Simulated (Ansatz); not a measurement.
## The perfect GaP wire along [110], 10 atoms a period, H-terminated

Wanted: the relaxed geometry and the bands of the GaP wire along [110], 10 atoms a period, H-terminated.

Main program and level: Ansatz 0.2.0; DFT PBE, plane waves, PAW; relaxation of a wire's period, in the first sound run; inputs show where later runs differ.

Report form: the programs' logs are mostly left out.

## Step 1: The starting structure

The cell holds 20 atoms: 10 H, 5 Ga and 5 P. Cell: a = 15.425 Å, b = 15.224 Å, c = 3.896 Å, α = 90.0°, β = 90.0°, γ = 90.0°. Vacuum lies along a and b. The structure's axis is c.

## Step 2: Relaxation of atoms and period

Band widths follow the bond lengths, so the wire is relaxed first. The atoms and the third cell vector are free; the box across stays fixed as vacuum. A Fermi-Dirac smearing is set since the result may be a metal. The pressure printed is a third of the stress's trace over the whole box, vacuum included; only the stress along the axis is relaxed.

Contents of input.yaml:

```yaml
crystal:
  lattice:
    - [15.425, 0.0, 0.0]
    - [0.0, 15.224, 0.0]
    - [0.0, 0.0, 3.8961583643]
  atoms:
    - { symbol: H, position: [0.304110046, 0.351292642, 0.0] }
    - { symbol: Ga, position: [0.36324868, 0.436031515, 0.0] }
    - { symbol: P, position: [0.631157918, 0.308070454, 0.0] }
    - { symbol: H, position: [0.684682124, 0.231376411, 0.0] }
    - { symbol: Ga, position: [0.720460997, 0.436031515, 0.0] }
    - { symbol: H, position: [0.220421394, 0.563992575, 0.299677272] }
    - { symbol: H, position: [0.779599631, 0.436031515, 0.331111951] }
    - { symbol: P, position: [0.452551759, 0.691953635, 0.5] }
    - { symbol: P, position: [0.452551759, 0.436031515, 0.5] }
    - { symbol: H, position: [0.482716205, 0.223331582, 0.5] }
    - { symbol: H, position: [0.506075966, 0.768647678, 0.5] }
    - { symbol: Ga, position: [0.541854839, 0.308070454, 0.5] }
    - { symbol: Ga, position: [0.541854839, 0.563992575, 0.5] }
    - { symbol: H, position: [0.779599631, 0.436031515, 0.668888049] }
    - { symbol: H, position: [0.220421394, 0.563992575, 0.700322728] }
    - { symbol: P, position: [0.2739456, 0.563992575, 0.0] }
    - { symbol: H, position: [0.304110046, 0.776692508, 0.0] }
    - { symbol: Ga, position: [0.36324868, 0.691953635, 0.0] }
    - { symbol: P, position: [0.631157918, 0.563992575, 0.0] }
    - { symbol: H, position: [0.684682124, 0.640686618, 0.0] }
kpoints:
  mp_grid: { grid: [1, 1, 21] }
scf:
  occupations: { method: fermi_dirac, width: 0.05 }
hamiltonian:
  xc: pbe
relax:
  cell: { fix: [a, b, alpha, beta, gamma] }
  max_steps: 45
  f_tol: 0.03
```

Launch:

```console
ansatz run input.yaml --threads 4 --pin off --max-ram 16384MiB --backend cpu --events-out ev --progress --plain --runs-dir out
```

Elapsed: 3.1 min, on 4 threads of Arm Neoverse V1, shared host; peak memory 1.9 GiB; 12 min of CPU time.

Step by step:

```tsv
step	energy less that of the first step (eV)	largest force component (eV/Å)	pressure (GPa)	volume (Å³)
1	0.0000	1.1211	0.23	914.94
2	-0.7276	0.5377	0.05	938.06
3	-0.7756	0.1791	-0.05	949.84
4	-0.7828	0.0357	-0.01	951.28
5	-0.7859	0.0682	0.00	951.16
6	-0.7887	0.0502	-0.01	950.57
7	-0.7844	0.1131	0.01	950.13
8	-0.7895	0.0053	-0.01	950.51
9*	-0.7975	0.0048	0.00	950.51
```

Relaxation steps marked * repeat the geometry before them on a plane-wave basis chosen anew for their cell, so energy and pressure can jump there. Relaxation step 7 was tried and not accepted.

Forces are held to the 2 operations that the run works with; a distortion that breaks them can't arise in this run.

```tsv
cell as run	before	after	change
c (Å)	3.896	4.048	+3.9 %
```

The atoms that moved most (Å, along periodic axes as changes of fractional coordinates times the final cell, across vacuum about the mean position):

```tsv
atom	dx	dy	dz	length
H20	-0.248	-0.054	0.000	0.254
P16	0.227	0.002	0.000	0.227
Ga2	0.044	-0.197	0.000	0.201
H15	0.103	0.046	0.158	0.194
H6	0.103	0.046	-0.158	0.194
P3	-0.061	0.182	0.000	0.192
H4	-0.102	0.159	0.000	0.188
Ga5	0.180	0.018	0.000	0.181
```

Numbers from this step:

```yaml
cell_length_along_the_wire: 4.048 Å
```

The cell's length comes to 4.048 Å with spin left out.

## Step 3: Bands of the perfect wire

This step: DFT PBE, plane waves, PAW; bands of a perfect wire (Ansatz 0.2.0).

At the relaxed period the bands are computed along the axis; those that cross an energy going forward count the channels that a perfect wire would open there.

Contents of input.yaml:

```yaml
crystal:
  lattice:
    - [15.425, 0.0, 0.0]
    - [0.0, 15.224, 0.0]
    - [0.0, 0.0, 4.047644959]
  atoms:
    - { symbol: H, position: [0.296940946, 0.348124422, 0.0] }
    - { symbol: Ga, position: [0.366068912, 0.423108327, 0.0] }
    - { symbol: P, position: [0.627213403, 0.320011536, 0.0] }
    - { symbol: H, position: [0.678075108, 0.241791552, 0.0] }
    - { symbol: Ga, position: [0.73213458, 0.437216254, 0.0] }
    - { symbol: H, position: [0.227121735, 0.566998723, 0.260593427] }
    - { symbol: H, position: [0.783572578, 0.442515118, 0.324252397] }
    - { symbol: P, position: [0.447533088, 0.686256668, 0.5] }
    - { symbol: P, position: [0.450535107, 0.432116077, 0.5] }
    - { symbol: H, position: [0.486050958, 0.217653373, 0.5] }
    - { symbol: H, position: [0.503388633, 0.760770608, 0.5] }
    - { symbol: Ga, position: [0.54258254, 0.303248588, 0.5] }
    - { symbol: Ga, position: [0.539904808, 0.558497896, 0.5] }
    - { symbol: H, position: [0.783572578, 0.442515118, 0.675747603] }
    - { symbol: H, position: [0.227121735, 0.566998723, 0.739406573] }
    - { symbol: P, position: [0.288641257, 0.564130155, 0.0] }
    - { symbol: H, position: [0.302001186, 0.784872969, 0.0] }
    - { symbol: Ga, position: [0.363228697, 0.703280402, 0.0] }
    - { symbol: P, position: [0.624165855, 0.554977901, 0.0] }
    - { symbol: H, position: [0.668597846, 0.637111659, 0.0] }
kpoints:
  mp_grid: { grid: [1, 1, 20] }
  band_path: { path: ["Γ", Z], npoints: 90 }
scf:
  occupations: { method: fermi_dirac, width: 0.05 }
hamiltonian:
  xc: pbe
output:
  dos: { e_range: [-5, 4] }
  write_potential: true
  write_density: true
  volumetric_format: npy
```

Run time: 2.5 min. Hardware: 4 threads; peak memory 3.6 GiB; 9.9 min of CPU time.

Numbers from this step:

| Quantity | Value |
| --- | --- |
| band gap | 0.7525 eV |

The electronic bands at the labelled points (eV, zero at the Fermi level; v1 is the highest filled band, c1 the lowest empty one):

```tsv
point	v4	v3	v2	v1	c1	c2	c3	c4
Γ	-2.48	-2.47	-2.24	-0.38	0.38	0.50	0.77	1.10
halfway	-2.96	-2.80	-2.63	-1.71	1.42	1.81	1.88	2.11
Z	-3.18	-3.02	-3.00	-2.43	0.88	1.55	1.91	1.93
```

The gap is 0.752 eV, with spin left out.

The path shows a direct gap of 0.75 eV (valence top at Γ, conduction bottom at Γ).

## Step 4: Strain along the wire, period over the relaxed period 0.96, k-mesh 1×1×16

This step: DFT PBE, plane waves, PAW; relaxation at a fixed period (Ansatz 0.2.0).

The period is set to 0.96 times the relaxed one and the atoms relax within it: strain changes bond lengths and angles, which shifts the bands against each other. Against the first PBE run of this kind, the mesh along the wire has 16 points against 20.

The cell differs from the one that the last finished run ended in (c 4.048 → 3.886 Å).

Changes to input.yaml since step 3:

```diff
@@ -4,3 +4,3 @@
     - [0.0, 15.224, 0.0]
-    - [0.0, 0.0, 4.047644959]
+    - [0.0, 0.0, 3.8857391607]
   atoms:
@@ -27,3 +27,3 @@
 kpoints:
-  mp_grid: { grid: [1, 1, 20] }
+  mp_grid: { grid: [1, 1, 16] }
   band_path: { path: ["Γ", Z], npoints: 90 }
@@ -33,6 +33,6 @@
   xc: pbe
+relax:
+  max_steps: 40
+  f_tol: 0.02
 output:
-  dos: { e_range: [-5, 4] }
-  write_potential: true
-  write_density: true
-  volumetric_format: npy
+  stress: true
```

Wall time 2.7 min (4 threads); peak memory 3.5 GiB; 11 min of CPU time.

Step by step:

```tsv
step	energy less that of the first step (eV)	largest force component (eV/Å)
1	0.0000	0.6894
2	-0.0737	0.3770
3	-0.0813	0.0386
4	-0.0818	0.0093
```

Forces are held to the 2 operations that the run works with; a distortion that breaks them can't arise in this run.

The atoms that moved most (Å):

```tsv
atom	dx	dy	dz	length
H7	0.083	-0.012	0.015	0.085
H14	0.083	-0.012	-0.015	0.085
H1	-0.065	0.022	0.000	0.069
H6	-0.048	0.008	0.032	0.059
H15	-0.048	0.008	-0.032	0.059
P19	0.055	-0.009	0.000	0.055
H17	-0.053	0.004	0.000	0.053
Ga2	-0.047	0.003	0.000	0.048
```

Final coordinates:

```cif
data_structure
_symmetry_space_group_name_H-M 'P 1'
_symmetry_Int_Tables_number 1
_cell_length_a 15.4250
_cell_length_b 15.2240
_cell_length_c 3.8857
_cell_angle_alpha 90.000
_cell_angle_beta 90.000
_cell_angle_gamma 90.000
_cell_volume 912.49
loop_
_atom_site_label
_atom_site_type_symbol
_atom_site_fract_x
_atom_site_fract_y
_atom_site_fract_z
_atom_site_occupancy
H1 H 0.29273 0.34958 0.00000 1
Ga2 Ga 0.36300 0.42334 0.00000 1
P3 P 0.63003 0.31960 0.00000 1
H4 H 0.68018 0.24095 0.00000 1
Ga5 Ga 0.73462 0.43649 0.00000 1
H6 H 0.22399 0.56756 0.26884 1
H7 H 0.78897 0.44174 0.32814 1
P8 P 0.44802 0.68636 0.50000 1
P9 P 0.45095 0.43199 0.50000 1
H10 H 0.48412 0.21785 0.50000 1
H11 H 0.50331 0.76128 0.50000 1
Ga12 Ga 0.54197 0.30239 0.50000 1
Ga13 Ga 0.53982 0.55844 0.50000 1
H14 H 0.78897 0.44174 0.67186 1
H15 H 0.22399 0.56756 0.73116 1
P16 P 0.28605 0.56472 0.00000 1
H17 H 0.29856 0.78512 0.00000 1
Ga18 Ga 0.36029 0.70404 0.00000 1
P19 P 0.62771 0.55441 0.00000 1
H20 H 0.67117 0.63704 0.00000 1
```

Numbers from this step:

```yaml
energy_at_zero_smearing: -22853.2313 eV
band_gap: 0.5938 eV
```

Electronic bands along the path, in eV, zero at the Fermi level; v1 is the highest filled band, c1 the lowest empty one:

```tsv
point	v4	v3	v2	v1	c1	c2	c3	c4
Γ	-2.98	-2.64	-2.37	-0.28	0.35	0.52	0.81	1.00
halfway	-3.42	-3.28	-3.10	-2.02	0.98	1.39	1.45	1.72
Z	-3.74	-3.50	-3.42	-2.88	0.32	1.02	1.41	1.45
```

The gap is 0.594 eV, against 0.752 eV under PBE at the relaxed period.

## Step 5: Strain along the wire, period over the relaxed period 0.98, k-mesh 1×1×16

The period is set to 0.98 times the relaxed one and the atoms relax within it: strain changes bond lengths and angles, which shifts the bands against each other. Against the first PBE run of this kind, the mesh along the wire has 16 points against 20.

The cell differs from the one that the last finished run ended in (c 3.886 → 3.967 Å).

Changes to input.yaml since step 4:

```diff
@@ -4,3 +4,3 @@
     - [0.0, 15.224, 0.0]
-    - [0.0, 0.0, 3.8857391607]
+    - [0.0, 0.0, 3.9666920598]
   atoms:
```

The job ended after 2.7 min (4 threads; peak memory 3.6 GiB).

Step by step:

```tsv
step	energy less that of the first step (eV)	largest force component (eV/Å)
1	0.0000	0.3273
2	-0.0176	0.1876
3	-0.0192	0.0140
4	-0.0192	0.0142
```

The run keeps the 2 symmetry operations that it works with, so distortions that break them were not tested.

The atoms that moved most (Å):

```tsv
atom	dx	dy	dz	length
H7	0.038	-0.006	0.010	0.040
H14	0.038	-0.006	-0.010	0.040
H1	-0.031	0.009	0.000	0.032
H17	-0.027	0.006	0.000	0.027
H6	-0.019	0.006	0.016	0.026
H15	-0.019	0.006	-0.016	0.026
P19	0.025	-0.005	0.000	0.026
Ga18	-0.022	0.010	0.000	0.024
```

The relaxed structure:

```cif
data_structure
_symmetry_space_group_name_H-M 'P 1'
_symmetry_Int_Tables_number 1
_cell_length_a 15.4250
_cell_length_b 15.2240
_cell_length_c 3.9667
_cell_angle_alpha 90.000
_cell_angle_beta 90.000
_cell_angle_gamma 90.000
_cell_volume 931.50
loop_
_atom_site_label
_atom_site_type_symbol
_atom_site_fract_x
_atom_site_fract_y
_atom_site_fract_z
_atom_site_occupancy
H1 H 0.29495 0.34871 0.00000 1
Ga2 Ga 0.36462 0.42312 0.00000 1
P3 P 0.62864 0.31975 0.00000 1
H4 H 0.67912 0.24130 0.00000 1
Ga5 Ga 0.73342 0.43685 0.00000 1
H6 H 0.22589 0.56739 0.26475 1
H7 H 0.78605 0.44215 0.32667 1
P8 P 0.44772 0.68641 0.50000 1
P9 P 0.45083 0.43187 0.50000 1
H10 H 0.48518 0.21739 0.50000 1
H11 H 0.50308 0.76129 0.50000 1
Ga12 Ga 0.54231 0.30251 0.50000 1
Ga13 Ga 0.53973 0.55847 0.50000 1
H14 H 0.78605 0.44215 0.67333 1
H15 H 0.22589 0.56739 0.73525 1
P16 P 0.28759 0.56450 0.00000 1
H17 H 0.30028 0.78524 0.00000 1
Ga18 Ga 0.36180 0.70391 0.00000 1
P19 P 0.62579 0.55464 0.00000 1
H20 H 0.66951 0.63715 0.00000 1
```

Electronic bands along the path, in eV, zero at the Fermi level; v1 is the highest filled band, c1 the lowest empty one:

```tsv
point	v4	v3	v2	v1	c1	c2	c3	c4
Γ	-2.73	-2.60	-2.33	-0.35	0.36	0.50	0.78	1.06
halfway	-3.19	-3.05	-2.88	-1.89	1.19	1.59	1.66	1.91
Z	-3.47	-3.26	-3.24	-2.67	0.60	1.28	1.65	1.69
```

The gap is 0.708 eV, against 0.752 eV under PBE at the relaxed period.

## Step 6: Strain along the wire, period over the relaxed period 1.02, k-mesh 1×1×15

The period is set to 1.02 times the relaxed one and the atoms relax within it: strain changes bond lengths and angles, which shifts the bands against each other. Against the first PBE run of this kind, the mesh along the wire has 15 points against 20.

The cell differs from the one that the last finished run ended in (c 3.967 → 4.129 Å).

Changes to input.yaml since step 5:

```diff
@@ -4,3 +4,3 @@
     - [0.0, 15.224, 0.0]
-    - [0.0, 0.0, 3.9666920598]
+    - [0.0, 0.0, 4.1285978582]
   atoms:
@@ -27,3 +27,3 @@
 kpoints:
-  mp_grid: { grid: [1, 1, 16] }
+  mp_grid: { grid: [1, 1, 15] }
   band_path: { path: ["Γ", Z], npoints: 90 }
```

Wall time 2.7 min (4 threads); peak memory 3.8 GiB.

Step by step:

```tsv
step	energy less that of the first step (eV)	largest force component (eV/Å)
1	0.0000	0.2914
2	-0.0161	0.1892
3	-0.0176	0.0157
4	-0.0176	0.0159
```

The run keeps the 2 symmetry operations that it works with, so distortions that break them were not tested.

The atoms that moved most (Å):

```tsv
atom	dx	dy	dz	length
H14	-0.039	0.007	0.013	0.042
H7	-0.039	0.007	-0.013	0.042
P19	-0.030	0.005	0.000	0.030
H6	0.023	-0.006	-0.018	0.030
H15	0.023	-0.006	0.018	0.030
H17	0.028	-0.001	0.000	0.028
H1	0.026	-0.007	0.000	0.026
Ga5	-0.023	0.008	0.000	0.025
```

The relaxed structure:

```cif
data_structure
_symmetry_space_group_name_H-M 'P 1'
_symmetry_Int_Tables_number 1
_cell_length_a 15.4250
_cell_length_b 15.2240
_cell_length_c 4.1286
_cell_angle_alpha 90.000
_cell_angle_beta 90.000
_cell_angle_gamma 90.000
_cell_volume 969.52
loop_
_atom_site_label
_atom_site_type_symbol
_atom_site_fract_x
_atom_site_fract_y
_atom_site_fract_z
_atom_site_occupancy
H1 H 0.29859 0.34766 0.00000 1
Ga2 Ga 0.36744 0.42295 0.00000 1
P3 P 0.62582 0.32025 0.00000 1
H4 H 0.67725 0.24240 0.00000 1
Ga5 Ga 0.73062 0.43774 0.00000 1
H6 H 0.22864 0.56661 0.25634 1
H7 H 0.78104 0.44297 0.32122 1
P8 P 0.44735 0.68621 0.50000 1
P9 P 0.45022 0.43203 0.50000 1
H10 H 0.48721 0.21752 0.50000 1
H11 H 0.50405 0.76009 0.50000 1
Ga12 Ga 0.54292 0.30371 0.50000 1
Ga13 Ga 0.53972 0.55842 0.50000 1
H14 H 0.78104 0.44297 0.67878 1
H15 H 0.22864 0.56661 0.74366 1
P16 P 0.29004 0.56385 0.00000 1
H17 H 0.30381 0.78479 0.00000 1
Ga18 Ga 0.36472 0.70291 0.00000 1
P19 P 0.62225 0.55529 0.00000 1
H20 H 0.66707 0.63723 0.00000 1
```

Electronic bands along the path, in eV, zero at the Fermi level; v1 is the highest filled band, c1 the lowest empty one:

```tsv
point	v4	v3	v2	v1	c1	c2	c3	c4
Γ	-2.22	-2.20	-2.15	-0.39	0.39	0.51	0.76	1.14
halfway	-2.73	-2.57	-2.39	-1.53	1.63	2.00	2.09	2.30
Z	-2.89	-2.81	-2.74	-2.20	1.14	1.82	2.13	2.17
```

The gap is 0.774 eV, against 0.752 eV under PBE at the relaxed period.

## Step 7: Strain along the wire, period over the relaxed period 1.04, k-mesh 1×1×15

The period is set to 1.04 times the relaxed one and the atoms relax within it: strain changes bond lengths and angles, which shifts the bands against each other. Against the first PBE run of this kind, the mesh along the wire has 15 points against 20.

The cell differs from the one that the last finished run ended in (c 4.129 → 4.210 Å).

Changes to input.yaml since step 6:

```diff
@@ -4,3 +4,3 @@
     - [0.0, 15.224, 0.0]
-    - [0.0, 0.0, 4.1285978582]
+    - [0.0, 0.0, 4.2095507574]
   atoms:
```

Wall time 2.8 min (4 threads); peak memory 3.8 GiB; 11 min of CPU time.

Relaxation path:

```tsv
step	energy less that of the first step (eV)	largest force component (eV/Å)
1	0.0000	0.5528
2	-0.0605	0.3785
3	-0.0667	0.0405
4	-0.0672	0.0051
```

The run keeps the 2 symmetry operations that it works with, so distortions that break them were not tested.

The atoms that moved most (Å):

```tsv
atom	dx	dy	dz	length
H14	-0.074	0.014	0.027	0.080
H7	-0.074	0.014	-0.027	0.080
H6	0.051	-0.007	-0.035	0.062
H15	0.051	-0.007	0.035	0.062
H1	0.057	-0.019	0.000	0.060
P19	-0.059	0.005	0.000	0.060
H17	0.051	0.001	0.000	0.051
H20	-0.049	0.000	0.000	0.049
```

The relaxed structure:

```xyz
20
Lattice="15.4250 0.0000 0.0000 0.0000 15.2240 0.0000 0.0000 0.0000 4.2096" Properties=species:S:1:pos:R:3
H     4.6373    5.2811    0.0000
Ga    5.6899    6.4364    0.0000
P     9.6316    4.8794    0.0000
H    10.4317    3.6987    0.0000
Ga   11.2488    6.6700    0.0000
H     3.5540    8.6247    1.0616
H    12.0125    6.7506    1.3382
P     6.8953   10.4466    2.1048
P     6.9432    6.5744    2.1048
H     7.5317    3.3036    2.1048
H     7.7748   11.5675    2.1048
Ga    8.3772    4.6257    2.1048
Ga    8.3209    8.5011    2.1048
H    12.0125    6.7506    2.8713
H     3.5540    8.6247    3.1480
P     4.4973    8.5816    0.0000
H     4.7094   11.9503    0.0000
Ga    5.6459   10.7006    0.0000
P     9.5683    8.4544    0.0000
H    10.2643    9.6994    0.0000
```

The gap is 0.785 eV, against 0.752 eV under PBE at the relaxed period.

## Step 8: Strain along the wire, period over the relaxed period 1.06, k-mesh 1×1×14

The period is set to 1.06 times the relaxed one and the atoms relax within it: strain changes bond lengths and angles, which shifts the bands against each other. Against the first PBE run of this kind, the mesh along the wire has 14 points against 20.

The cell differs from the one that the last finished run ended in (c 4.210 → 4.291 Å).

Changes to input.yaml since step 7:

```diff
@@ -4,3 +4,3 @@
     - [0.0, 15.224, 0.0]
-    - [0.0, 0.0, 4.2095507574]
+    - [0.0, 0.0, 4.2905036566]
   atoms:
@@ -27,3 +27,3 @@
 kpoints:
-  mp_grid: { grid: [1, 1, 15] }
+  mp_grid: { grid: [1, 1, 14] }
   band_path: { path: ["Γ", Z], npoints: 90 }
```

Elapsed: 2.9 min, on 4 threads; peak memory 3.9 GiB.

The gap is 0.782 eV, against 0.752 eV under PBE at the relaxed period.

## Step 9: Side by side

Times are for 4 threads of Arm Neoverse V1, shared host. Results by setting:

```tsv
no.	period over the relaxed period	k-mesh	pressure (GPa)	band gap (eV)	time	memory (GiB)
1	0.96	1×1×16	0.4564	0.5938	2.7 min	3.5
2	0.98	1×1×16	0.2156	0.7080	2.7 min	3.6
3	1.02	1×1×15	-0.1878	0.7744	2.7 min	3.8
4	1.04	1×1×15	-0.3539	0.7846	2.8 min	3.8
5	1.06	1×1×14	-0.4977	0.7821	2.9 min	3.9
```

## Step 10: What came out

| Property | Result |
| --- | --- |
| cell length, PBE | 4.048 Å |
| gap, PBE | 0.752 eV |
| gap, period scaled by 0.96 | 0.594 eV |
| gap, period scaled by 0.98 | 0.708 eV |
| gap, period scaled by 1.02 | 0.774 eV |
| gap, period scaled by 1.04 | 0.785 eV |
| gap, period scaled by 1.06 | 0.782 eV |

In words: Under PBE the cell's length is 4.05 Å, and a gap of 0.75 eV makes it a semiconductor. Strain matters: under PBE the gap goes from 0.75 eV to 0.594 eV at 0.96 times the period, 0.708 eV at 0.98 times the period, 0.774 eV at 1.02 times the period, 0.785 eV at 1.04 times the period and 0.782 eV at 1.06 times the period. Plain hydrogen on a compound's surface is a simple closure: it may leave surface states, and facets that end in unlike atoms put a field across the wire, both of which shrink the gap.

[Logs are printed without paths, hosts, clocks, repeated set-up lines and the standing remarks that a program may print on its own settings, such as how far it seeks lower states.]

[Hosts, paths, dates, database ids (printed as entryN), source tags and the programs' standing remarks are cut or masked in the printed files.]
